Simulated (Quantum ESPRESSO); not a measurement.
The O K edge of atom 7 in KNaSO4 (P-3m1), with 1 S at 1.46 Å (terminal, site symmetry 3m), was computed in 3 ways: excited-electron core hole (neutral cell), full core hole (charged cell) and no core hole. Program and functional: Quantum ESPRESSO XSpectra, LDA, Lorentzian half width 0.4 eV; cells of 14 atoms.

Each run is counted from its own lowest empty level or Fermi level and scaled to a mean of 1 over its first 20 eV. (XSpectra's own axis starts at xe0, in the gap; it has been shifted.)

```
E (eV)  run 1  run 2  run 3
  -2.0   0.04   0.07   0.10
  -1.5   0.05   0.09   0.12
  -1.0   0.06   0.12   0.17
  -0.5   0.08   0.18   0.27
   0.0   0.10   0.28   0.52
   0.5   0.15   0.53   1.15
   1.0   0.24   1.02   2.23
   1.5   0.39   1.91   2.27
   2.0   0.60   2.50   2.79
   2.5   0.88   2.68   3.05
   3.0   1.18   2.75   2.17
   3.5   1.60   2.34   1.41
   4.0   2.30   2.10   1.40
   4.5   2.67   1.61   1.27
   5.0   2.60   1.15   1.05
   5.5   2.02   1.11   1.00
   6.0   1.93   1.14   1.06
   6.5   1.87   1.06   0.99
   7.0   1.56   0.92   0.89
   7.5   1.40   0.75   0.77
   8.0   1.17   0.63   0.63
   8.5   1.05   0.65   0.64
   9.0   0.92   0.65   0.68
   9.5   0.86   0.67   0.75
  10.0   0.93   0.77   0.86
  10.5   0.83   0.72   0.86
  11.0   0.73   0.67   0.76
  11.5   0.79   0.69   0.65
  12.0   0.80   0.62   0.53
  12.5   0.71   0.55   0.48
  13.0   0.71   0.62   0.57
  13.5   0.73   0.61   0.56
  14.0   0.86   0.69   0.62
  14.5   0.88   0.68   0.62
  15.0   0.63   0.57   0.59
  15.5   0.56   0.54   0.54
  16.0   0.60   0.57   0.58
  16.5   0.63   0.59   0.60
  17.0   0.66   0.60   0.62
  17.5   0.66   0.58   0.61
  18.0   0.57   0.60   0.62
  18.5   0.63   0.71   0.69
  19.0   0.66   0.80   0.78
  19.5   0.72   0.89   0.87
  20.0   0.74   0.95   0.99
  20.5   0.91   1.09   1.12
  21.0   1.08   1.16   1.16
  21.5   1.15   1.06   1.11
  22.0   0.95   0.85   0.91
  22.5   0.85   0.75   0.76
  23.0   0.76   0.70   0.72
  23.5   0.73   0.68   0.68
  24.0   0.73   0.72   0.73
  24.5   0.78   0.75   0.73
  25.0   0.77   0.75   0.74
  25.5   0.73   0.66   0.64
  26.0   0.76   0.65   0.62
  26.5   0.78   0.57   0.54
  27.0   0.79   0.56   0.53
  27.5   0.72   0.53   0.53
  28.0   0.67   0.54   0.53
  28.5   0.72   0.57   0.55
  29.0   0.65   0.55   0.56
  29.5   0.65   0.55   0.53
  30.0   0.66   0.57   0.57
  30.5   0.69   0.57   0.56
  31.0   0.65   0.56   0.56
  31.5   0.63   0.56   0.57
  32.0   0.60   0.50   0.50
```

Q: Which run is which?

Run 1: no core hole (area from −2 to 6 eV 8.0, main maxima 4.8 eV (2.80), 10.2 eV (0.93), 14.4 eV (0.90) and 21.4 eV (1.16)). Run 2: excited-electron core hole (neutral cell) (area from −2 to 6 eV 10.5, main maxima 2.9 eV (2.76), 5.7 eV (1.15), 10.1 eV (0.79) and 21.0 eV (1.17)). Run 3: full core hole (charged cell) (area from −2 to 6 eV 10.7, main maxima 1.3 eV (2.46), 2.3 eV (3.12), 5.9 eV (1.07) and 20.9 eV (1.16)). With each curve scaled to its own mean, the area from −2 to 6 eV with the hole is 10.5 against 8.0, and the centre of weight from −1 to 20 eV moves by -1.0 eV, while the pattern of peaks shifts by -2.0 eV: the hole pulls the absorber's empty states down.

[Banner, clock and machine lines of the logs are left out without a mark of their own.]

[Logs are printed without paths, hosts, clocks, repeated set-up lines and the standing remarks that a program may print on its own settings, such as how far it seeks lower states.]

[Hosts, paths, dates, database ids (printed as entryN), source tags and the programs' standing remarks are cut or masked in the printed files.]

[Lists of maxima count a maximum above −3 eV only where it reaches 4 % of the highest in the window and stands out from its surroundings by 2 % of it (1.5 % where it reaches 55 %); shoulders and weaker maxima are passed over, and of the rest the first, up to two pre-edge ones and the few strongest are named.]
